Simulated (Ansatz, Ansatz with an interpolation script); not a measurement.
# Settings in Wannier-interpolated G0W0: ThS2 (Pnma), part 2 of 2

How do the Wannier model and the GW settings move the interpolated bands of ThS2 (Pnma)?

Ansatz 0.2.0; maximally localised Wannier functions, LDA, plane waves, PAW; PAW set soft_1. Known limits of the many-body steps: not at the basis limit; f levels unsure; no spin-orbit coupling; coarse k mesh.

So far. Step 3 (Wannier model on 2×4×2): Near the gap the model misses directly solved bands by 11.1 meV r.m.s. and by 81 meV at most in the window tested. This tests the starting bands, not the corrections carried with them.

## (5) G0W0: 2×4×2 mesh, 797 empty bands, screening to 120 eV, PAW set soft_1 files

G0W0 replaces the xc potential by the self-energy, built once from these orbitals. Only a window of levels is corrected, while the sums run over the empty bands that the input names.

This step: G0W0 on LDA, plane waves, PAW; PAW set soft_1.

input.yaml

```yaml
crystal:
  lattice:
    - [7.263, 0.0, 0.0]
    - [0.0, 4.267, 0.0]
    - [0.0, 0.0, 8.617]
  atoms:
    - { symbol: Th, position: [0.75, 0.75, 0.125] }
    - { symbol: Th, position: [0.25, 0.25, 0.875] }
    - { symbol: Th, position: [0.75, 0.25, 0.625] }
    - { symbol: Th, position: [0.25, 0.75, 0.375] }
    - { symbol: S, position: [0.15, 0.75, 0.068] }
    - { symbol: S, position: [0.85, 0.25, 0.932] }
    - { symbol: S, position: [0.35, 0.25, 0.568] }
    - { symbol: S, position: [0.65, 0.75, 0.432] }
    - { symbol: S, position: [0.535, 0.75, 0.82] }
    - { symbol: S, position: [0.465, 0.25, 0.18] }
    - { symbol: S, position: [0.965, 0.25, 0.32] }
    - { symbol: S, position: [0.035, 0.75, 0.68] }
kpoints:
  mp_grid: { grid: [2, 4, 2] }
hamiltonian:
  xc: lda
  pseudopotentials: { kind: paw, azcp: { folder: soft_1 }, xc_functional: pbe }
scf:
  occupations: { method: fixed }
gw:
  n_empty_bands: 797
  ecut_chi: 120.0
  qp_bands: [v24, c20]
  screening: { model: contour_deformation }
```

Run with:

```bash
> ansatz run input.yaml --threads 8 --pin off --max-ram 18432MiB --backend cpu --events-out ev --progress --plain --runs-dir out
```

Numbers of over 12 decimals in the logs are rounded to 6 here.

Log:

```text
[...]
Crystal: 12 atoms, lattice volume = 267.051 Å³
Basis set: ecut = 420 eV, 5207 PW (Γ)
Bands: 60, of which v1, the nominal top of the filled ones, is band 48 counted from 1 (47 counted from 0)
Symmetry: 8 space group operations
[...]
k-points: 12 of 16
[...]
11    48     10.0102   -18.2730     1.7234   -16.3610  0.7502     9.8211     9.8215  root
[...]
11    65     13.6925   -15.8271    -8.4790   -26.2816  0.6845    15.9022    15.6678  root ?
    11    66     13.6925   -15.8271    -8.4790   -26.2816  0.6845    15.9022    15.6678  root ?
    11    67     13.6925   -15.8271    -8.4790   -26.2816  0.6845    15.9022    15.6678  root ?
    11    68     13.6925   -15.8271    -8.4790   -26.2816  0.6845    15.9022    15.6678  root ?
[key lines of the parts left out:]
SCF converged after 8 iterations
Free energy (F): -58488.140133 eV
Fermi energy:    10.929547 eV
```

The job ended after 13 min (8 threads of INTEL XEON PLATINUM 8581C at 2.30GHz (Emerald Rapids), shared host; peak memory 9.9 GiB; 1.6 h of CPU time).

The G0W0 gap on the mesh is 1.459 eV.

## (6) G0W0: 2×4×2 mesh, 370 empty bands, screening to 72 eV, PAW set soft_1 files

Edit input.yaml of step 5 so:

```diff
@@ -26,4 +26,4 @@
 gw:
-  n_empty_bands: 797
-  ecut_chi: 120.0
+  n_empty_bands: 370
+  ecut_chi: 72
   qp_bands: [v24, c20]
```

Log:

```text
[...]
Crystal: 12 atoms, lattice volume = 267.051 Å³
Basis set: ecut = 420 eV, 5207 PW (Γ)
Bands: 60, of which v1, the nominal top of the filled ones, is band 48 counted from 1 (47 counted from 0)
Symmetry: 8 space group operations
[...]
k-points: 12 of 16
[...]
11    48     10.0102   -18.2730     2.0027   -16.3610  0.7541    10.1007    10.1008  root
[...]
11    65     13.6925   -15.8271    -8.2725   -26.2816  0.6873    16.1651    15.8744  root ?
    11    66     13.6925   -15.8271    -8.2725   -26.2816  0.6873    16.1651    15.8744  root ?
    11    67     13.6925   -15.8271    -8.2725   -26.2816  0.6873    16.1651    15.8744  root ?
    11    68     13.6925   -15.8271    -8.2725   -26.2816  0.6873    16.1651    15.8744  root ?
[key lines of the parts left out:]
SCF converged after 8 iterations
Free energy (F): -58488.140133 eV
Fermi energy:    10.929547 eV
```

Elapsed: 2.5 min, on 8 threads; peak memory 3.6 GiB.

The G0W0 gap on the mesh is 1.344 eV.

## (7) G0W0: 2×4×2 mesh, 797 empty bands, screening to 120 eV, plasmon pole, PAW set soft_1 files

Edit input.yaml of step 6 so:

```diff
@@ -26,5 +26,5 @@
 gw:
-  n_empty_bands: 370
-  ecut_chi: 72
+  n_empty_bands: 797
+  ecut_chi: 120.0
   qp_bands: [v24, c20]
-  screening: { model: contour_deformation }
+  screening: { model: godby_needs }
```

Log:

```text
[...]
Crystal: 12 atoms, lattice volume = 267.051 Å³
Basis set: ecut = 420 eV, 5207 PW (Γ)
Bands: 60, of which v1, the nominal top of the filled ones, is band 48 counted from 1 (47 counted from 0)
Symmetry: 8 space group operations
[...]
k-points: 12 of 16
[...]
0    32      7.6385   -17.4320     2.5019   -14.5240  0.7693     7.2343     7.2324  root
[...]
11    65     13.6925   -15.8271    -8.0401   -26.2816  0.7555    16.1746    16.1068  root
    11    66     13.6925   -15.8271    -8.0401   -26.2816  0.7555    16.1746    16.1068  root
    11    67     13.6925   -15.8271    -8.0401   -26.2816  0.7555    16.1746    16.1068  root
    11    68     13.6925   -15.8271    -8.0401   -26.2816  0.7555    16.1746    16.1068  root
[key lines of the parts left out:]
SCF converged after 8 iterations
Free energy (F): -58488.140133 eV
Fermi energy:    10.929547 eV
```

It took 20 min on 8 threads; peak memory 9.6 GiB.

The G0W0 gap on the mesh is 1.408 eV.

## (8) Interpolated results

Times are wall times on 8 threads of INTEL XEON PLATINUM 8581C at 2.30GHz (Emerald Rapids), shared host, good to a factor of about two.

| GW mesh | empty bands | cutoff (eV) | frequency | gap on mesh (eV) | gap over zone (eV) | direct gap (eV) | valence width (eV) | GW time |
| --- | --- | --- | --- | --- | --- | --- | --- | --- |
| 2×4×2 | 797 | 120 | contour deformation | 1.459 | 1.459 | 1.459 | 5.245 | 13 min |
| 2×4×2 | 370 | 72 | contour deformation | 1.344 | 1.344 | 1.344 | 5.374 | 2.5 min |
| 2×4×2 | 797 | 120 | plasmon pole | 1.408 | 1.408 | 1.408 | 5.449 | 20 min |

## (9) Results

```yaml
2x4x2_mesh_797_empty_bands_screening_to_120_ev_paw_set_soft_1_files: 1.46 eV
2x4x2_mesh_370_empty_bands_screening_to_72_ev_paw_set_soft_1_files: 1.34 eV
2x4x2_mesh_797_empty_bands_screening_to_120_ev_plasmon_pole_paw_set_soft_1_files: 1.41 eV
```

What this shows: The largest change, −0.11 eV in the gap over the zone, comes with 2×4×2 mesh, 370 empty bands, screening to 72 eV, PAW set soft_1 files. The first run is a reference, not a converged one, and where a row moves several settings no single cause can be named. Coarser Wannier mesh (2×4×2): the miss near the gap goes from under 1 (the model on 4×8×4) to 11 meV and the total spread from 145 to 127 Å². With 2×4×2 mesh, 370 empty bands, screening to 72 eV, PAW set soft_1 files the gap over the zone moves by −0.11 eV and that on the mesh by −0.12 eV. With 2×4×2 mesh, 797 empty bands, screening to 120 eV, plasmon pole, PAW set soft_1 files the gap over the zone moves by −0.05 eV and that on the mesh by −0.05 eV. Gaps over the zone and on the mesh differ where an edge lies off the mesh, or where a GW run starts from another density: the starting gap over the zone is 0.516 eV, on the GW meshes it is 0.516 eV. The 2×4×2 mesh is coarse for this cell (its supercell is 15 Å along the shortest edge). The RPA ε∞ on it, from the LDA start, is 9.71, 9.83 and 10.18; such meshes misread the long-range screening, most where the gap is narrow. The compound holds f electrons or empty f levels, where one-shot G0W0 is unsure. The many-body steps are scalar-relativistic: spin-orbit coupling is not in them.

[Paths, hosts, dates, memory and timing lines, banners, echoed tables and standing remarks are left out of the program output.]

[Logs are printed without paths, hosts, clocks, repeated set-up lines and the standing remarks that a program may print on its own settings, such as how far it seeks lower states.]

[Runs of the session that timed out or met a known fault of the program may be left out.]

[Hosts, paths, dates, database ids (printed as entryN), source tags and the programs' standing remarks are cut or masked in the printed files.]
